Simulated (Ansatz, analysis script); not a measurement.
# Calculated records

## VN2: canting in a transverse field

It takes space group I4/mcm (No. 140, tetragonal). Conventional cell: a = 4.301 Å, b = 4.301 Å, c = 4.983 Å, α = 90.00°, β = 90.00°, γ = 90.00°. V has 8 N at 2.13 Å nearest. Nearest to N lie 1 N at 1.40 Å and 4 V at 2.13 Å. Farther neighbours and most contacts between anions are not listed.

```xyz
6
Lattice="-2.1507 2.1507 2.4914 2.1507 -2.1507 2.4914 2.1507 2.1507 -2.4914" Properties=species:S:1:pos:R:3 pbc="T T T"
V     0.0000    0.0000    1.2457
V     0.0000    0.0000    3.7370
N     2.6459    0.4951    0.0000
N     1.6556    0.4951    2.4914
N    -0.4951    1.6556    2.4914
N     0.4951    1.6556    0.0000
```

| Item | Value |
| --- | --- |
| method | PBEsol with U = 3.2 eV on V d, PAW set soft_2 (files made for PBE); spinors in a field across the moments, no spin–orbit coupling (and 3 further levels or steps) |
| program | Ansatz 0.2.0 and analysis script 1 |
| settings of one run | cutoff 420 eV, 5×5×5 k-mesh, Fermi-Dirac occupations, smearing width 0.02 eV, starting moments 0.78 -0.78 0 0 0 0 μB |
| cost | 6 runs, 2.3 min in all on 1 thread of AMD EPYC 9R45, shared host (the runs of this entry) |
| notes | No spin–orbit coupling acts, so there is no anisotropy and no spin-flop field. |
| state without field | antiferromagnetic |
| transverse dM/dB at 200 T | 0.145 μB a cell per 1000 T |
| canting at 1500 T | 7.50° |

A field of 1500 T cants the moments by 7.50° and induces 0.220 μB a cell. The induced moment is nearly proportional to the field, as for two rigid sublattices.

[Logs and program files are shortened in this print: banners, set-up blocks, solver, clock and traceback lines can be left out without a mark of their own.]

[Logs are printed without paths, hosts, clocks, repeated set-up lines and the standing remarks that a program may print on its own settings, such as how far it seeks lower states.]

[Hosts, paths, dates, database ids (printed as entryN), source tags and the programs' standing remarks are cut or masked in the printed files.]
